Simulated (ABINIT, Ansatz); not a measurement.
# PbO (P4/nmm): bands and cutoff in G0W0 with ABINIT

Aim: raise bands and screening cutoff together for PbO (P4/nmm) and follow gap and time.

Calculated with ABINIT 10.8.3; PBE and many-body steps on it, plane waves.

Most raw output is cut from this account.

The database entry behind the starting cell differs from later determinations by our own check (c about 1 % long), so it need not match the best structure at ambient conditions.

## (1) Starting point

It takes space group P4/nmm (No. 129, tetragonal). The conventional cell has a = 3.975 Å, b = 3.975 Å, c = 5.023 Å, α = 90.00°, β = 90.00°, γ = 90.00°. Nearest to Pb lie 4 O at 2.32 Å. Nearest to O lie 4 Pb at 2.32 Å. Farther neighbours and most contacts between anions are not listed.

Coordinates:

```cif
data_structure
_symmetry_space_group_name_H-M 'P4/nmm:1'
_symmetry_Int_Tables_number 129
_cell_length_a 3.9748
_cell_length_b 3.9748
_cell_length_c 5.0227
_cell_angle_alpha 90.000
_cell_angle_beta 90.000
_cell_angle_gamma 90.000
_cell_volume 79.35
loop_
_atom_site_label
_atom_site_type_symbol
_atom_site_symmetry_multiplicity
_atom_site_Wyckoff_symbol
_atom_site_fract_x
_atom_site_fract_y
_atom_site_fract_z
_atom_site_occupancy
Pb1 Pb 2 c 0.00000 0.50000 0.23851 1
O1 O 2 a 0.00000 0.00000 0.00000 1
```

The cell and positions come from the Crystallography Open Database and are kept as given unless a step says otherwise. Spin-orbit coupling is left out unless a step names it.

## (2) Empty states on the mesh, 4×4×4 mesh, 264 bands

This step: ABINIT 10.8.3; DFT, PBE, plane waves, norm-conserving pseudopotentials.

The sums over transitions need many empty states on a uniform mesh; this step solves for them.

The input, run.abi:

```
acell 3*1.0 Angstrom
rprim 
  3.974800000000 0.000000000000 0.000000000000
  0.000000000000 3.974800000000 0.000000000000
  0.000000000000 0.000000000000 5.022700000000
ntypat 2
znucl 82 8
natom 4
typat 1 1 2 2
xred 
  0.000000000000 0.500000000000 0.238514000000
  0.500000000000 0.000000000000 0.761486000000
  0.000000000000 0.000000000000 0.000000000000
  0.500000000000 0.500000000000 0.000000000000
pp_dirpath "pseudos"
pseudos "Pb.upf, O.upf"
ecut 36
ngkpt 4 4 4
nshiftk 1
shiftk 0 0 0
kptopt 1
chksymbreak 0
irdden 1
istwfk *1
nband 264
prtvol 0
optdriver 6
gwr_task "HDIAGO"
paral_kgb 0
occopt 1
indata_prefix "in"
outdata_prefix "out"
tmpdata_prefix "tmp"
```

Started as:

```
$ OMP_NUM_THREADS=1 mpirun -n 8 abinit run.abi > log
```

Elapsed: 4.9 min, on 8 MPI ranks of Arm Neoverse V2, shared host; peak memory 14 GiB.

Numbers from this step:

```yaml
gap: 1.154 eV
k_of_the_valence_top: 0, 0, 0
k_of_the_conduction_bottom: 0.5, 0.5, 0
least_direct_gap: 2.145 eV
k_points_computed: 18
lowest_point_of_the_top_converged_band_above_the_valence_top: 110.1637 eV
```

On this mesh the gap is 1.154 eV.

The density comes from a self-consistent run that is not shown.

## (3) Screening, 4×4×4 mesh, 49 bands, screening to 76.2 eV

The RPA dielectric matrix is built and inverted for each q.

This step: RPA screening on PBE, plane waves, norm-conserving pseudopotentials.

Changes to run.abi since step 2:

```diff
@@ -22,10 +22,11 @@
 chksymbreak 0
-irdden 1
 istwfk *1
-nband 264
-prtvol 0
-optdriver 6
-gwr_task "HDIAGO"
-paral_kgb 0
 occopt 1
+irdwfk 1
+optdriver 3
+nband 49
+ecuteps 2.8
+inclvkb 2
+awtr 1
+symchi 1
 indata_prefix "in"
```

Elapsed: 27 s, on 8 MPI ranks; peak memory 2.8 GiB.

Numbers from this step:

* ε∞ with local fields, on this mesh, along the program's q direction: 6.351
* the same without local fields: 7.108
* plasma frequency: 26.36 eV
* plane waves in the screening matrix: 127

Local fields lower ε∞ by 11 %. On a Γ-centred mesh this coarse the value itself is usually too large, while a short band sum pulls it down.

## (4) 49 bands, 76.2 eV

The self-energy is evaluated for the states that the input lists, and the levels follow from it, in one-shot runs by the linearised quasiparticle equation.

This step: G0W0 on PBE, plane waves, norm-conserving pseudopotentials.

Changes to run.abi since step 3:

```diff
@@ -25,8 +25,17 @@
 irdwfk 1
-optdriver 3
+optdriver 4
 nband 49
+gwcalctyp 0
+ecutsigx 36
+symsigma 1
+nkptgw 2
+kptgw 
+  0.0000000000 0.0000000000 0.0000000000
+  0.5000000000 0.5000000000 0.0000000000
+bdgw 
+  18 22
+  19 22
 ecuteps 2.8
-inclvkb 2
-awtr 1
-symchi 1
+irdscr 1
+ppmodel 1
 indata_prefix "in"
```

Wall time 4.3 s (8 MPI ranks); peak memory 2.2 GiB.

This step gave:

```yaml
g0w0_gap_on_the_points_computed: 1.139 eV
starting_gap_on_the_mesh: 1.154 eV
k_of_the_valence_top: 0, 0, 0
k_of_the_conduction_bottom: 0.5, 0.5, 0
z_at_the_valence_top: 0.781
z_at_the_conduction_bottom: 0.831
least_direct_g0w0_gap_on_the_computed_points: 1.923 eV
```

The gap on the mesh goes from 1.15 eV to 1.14 eV, a correction of −0.02 eV.

## (5) Screening, 4×4×4 mesh, 116 bands, screening to 141.5 eV

This step: RPA screening on PBE, plane waves, norm-conserving pseudopotentials.

Changes to run.abi since step 4:

```diff
@@ -25,17 +25,8 @@
 irdwfk 1
-optdriver 4
-nband 49
-gwcalctyp 0
-ecutsigx 36
-symsigma 1
-nkptgw 2
-kptgw 
-  0.0000000000 0.0000000000 0.0000000000
-  0.5000000000 0.5000000000 0.0000000000
-bdgw 
-  18 22
-  19 22
-ecuteps 2.8
-irdscr 1
-ppmodel 1
+optdriver 3
+nband 116
+ecuteps 5.2
+inclvkb 2
+awtr 1
+symchi 1
 indata_prefix "in"
```

Wall time 99 s (8 MPI ranks); peak memory 3.5 GiB.

This step gave:

| Quantity | Value |
| --- | --- |
| ε∞ with local fields, on this mesh, along the program's q direction | 6.316 |
| the same without local fields | 7.253 |
| plasma frequency | 26.36 eV |
| plane waves in the screening matrix | 293 |

## (6) 116 bands, 141.5 eV

This step: G0W0 on PBE, plane waves, norm-conserving pseudopotentials.

Changes to run.abi since step 5:

```diff
@@ -25,8 +25,17 @@
 irdwfk 1
-optdriver 3
+optdriver 4
 nband 116
+gwcalctyp 0
+ecutsigx 36
+symsigma 1
+nkptgw 2
+kptgw 
+  0.0000000000 0.0000000000 0.0000000000
+  0.5000000000 0.5000000000 0.0000000000
+bdgw 
+  18 22
+  19 22
 ecuteps 5.2
-inclvkb 2
-awtr 1
-symchi 1
+irdscr 1
+ppmodel 1
 indata_prefix "in"
```

It took 12 s on 8 MPI ranks; peak memory 2.9 GiB.

This step gave:

| Quantity | Value |
| --- | --- |
| G0W0 gap on the points computed | 1.201 eV |
| starting gap on the mesh | 1.154 eV |
| k of the valence top | 0, 0, 0 |
| k of the conduction bottom | 0.5, 0.5, 0 |
| Z at the valence top | 0.785 |
| Z at the conduction bottom | 0.833 |
| least direct G0W0 gap on the computed points | 1.882 eV |

Against G0W0 in ABINIT (4×4×4 mesh, 49 bands, screening to 76.2 eV, Godby-Needs plasmon pole), the gap moves by +0.062 eV.

## (7) Screening, 4×4×4 mesh, 256 bands, screening to 217.7 eV

This step: RPA screening on PBE, plane waves, norm-conserving pseudopotentials.

Changes to run.abi since step 6:

```diff
@@ -25,17 +25,8 @@
 irdwfk 1
-optdriver 4
-nband 116
-gwcalctyp 0
-ecutsigx 36
-symsigma 1
-nkptgw 2
-kptgw 
-  0.0000000000 0.0000000000 0.0000000000
-  0.5000000000 0.5000000000 0.0000000000
-bdgw 
-  18 22
-  19 22
-ecuteps 5.2
-irdscr 1
-ppmodel 1
+optdriver 3
+nband 256
+ecuteps 8
+inclvkb 2
+awtr 1
+symchi 1
 indata_prefix "in"
```

Elapsed: 8.2 min, on 8 MPI ranks; peak memory 5.5 GiB; 65 min of CPU time.

Numbers from this step:

```
ε∞ with local fields, on this mesh, along the program's q direction : 6.286
the same without local fields                                       : 7.285
plasma frequency                                                    : 26.36 eV
plane waves in the screening matrix                                 : 577
```

## (8) 256 bands, 217.7 eV

This step: G0W0 on PBE, plane waves, norm-conserving pseudopotentials.

Changes to run.abi since step 7:

```diff
@@ -25,8 +25,17 @@
 irdwfk 1
-optdriver 3
+optdriver 4
 nband 256
+gwcalctyp 0
+ecutsigx 36
+symsigma 1
+nkptgw 2
+kptgw 
+  0.0000000000 0.0000000000 0.0000000000
+  0.5000000000 0.5000000000 0.0000000000
+bdgw 
+  18 22
+  19 22
 ecuteps 8
-inclvkb 2
-awtr 1
-symchi 1
+irdscr 1
+ppmodel 1
 indata_prefix "in"
```

Run time: 70 s. Hardware: 8 MPI ranks; peak memory 6.5 GiB.

This step gave:

* G0W0 gap on the points computed: 1.335 eV
* starting gap on the mesh: 1.154 eV
* k of the valence top: 0, 0, 0
* k of the conduction bottom: 0.5, 0.5, 0
* least direct G0W0 gap on the computed points: 2.008 eV

Against G0W0 in ABINIT (4×4×4 mesh, 116 bands, screening to 141.5 eV, Godby-Needs plasmon pole), the gap moves by +0.134 eV.

## (9) Side by side

Times are wall times on 8 MPI ranks of Arm Neoverse V2, shared host, good to a factor of about two. A run's time includes the screening step that it read.

| run | mesh | bands | screening cutoff (eV) | DFT gap (eV) | gap on the mesh (eV) | direct (eV) | ε∞ used | time |
| --- | --- | --- | --- | --- | --- | --- | --- | --- |
| 49 bands, 76.2 eV | 4×4×4 | 49 | 76.2 | 1.154 | 1.139 | 1.923 | 6.35 | 31 s |
| 116 bands, 141.5 eV | 4×4×4 | 116 | 141.5 | 1.154 | 1.201 | 1.882 | 6.32 | 1.9 min |
| 256 bands, 217.7 eV | 4×4×4 | 256 | 217.7 | 1.154 | 1.335 | 2.008 | 6.29 | 9.3 min |

## (10) Results

- 49 bands, 76.2 eV: 1.139 eV
- 116 bands, 141.5 eV: 1.201 eV
- 256 bands, 217.7 eV: 1.335 eV
- known limits: not at the basis limit; exchange with frozen shells missing; no spin-orbit coupling; coarse k mesh

**Reading.** From the first rung to the last the gap moves by +0.20 eV for 18 times the time. The steps are not yet shrinking, so no limit is drawn. In the G0W0 runs levels were corrected at 2 k points alone, so a gap called «on the mesh» is the least over those, and an edge elsewhere would be missed. The 4×4×4 mesh is coarse for this cell, which bears on the long-range parts of exchange and screening. Where an edge is built on 6p states of lead, bismuth or thallium, scalar-relativistic gaps usually stand too wide, by a few tenths to over one eV. The norm-conserving file of at least one element keeps a d shell over frozen s and p shells of the same row. Exchange with those shells is missing from the self-energy, an error of 0.3 to 0.9 eV in cases checked, whose sign depends on which edge lies on those atoms. The many-body steps are scalar-relativistic: spin-orbit coupling is not in them.

[Paths, hosts, dates, memory and timing lines, banners, echoed tables and standing remarks are left out of the program output.]

[Logs are printed without paths, hosts, clocks, repeated set-up lines and the standing remarks that a program may print on its own settings, such as how far it seeks lower states.]

[Runs of the session that timed out or met a known fault of the program may be left out.]

[Hosts, paths, dates, database ids (printed as entryN), source tags and the programs' standing remarks are cut or masked in the printed files.]

[G0W0 gaps are taken among the corrected bands and points alone; a level outside them can change the order at an edge.]

[Where Ansatz stands beside ABINIT at settings called matched, ABINIT's density can come from a denser mesh and the files from another edition; pairs whose starting gaps differed by over 0.03 eV were left out, so agreement reads better than it is.]
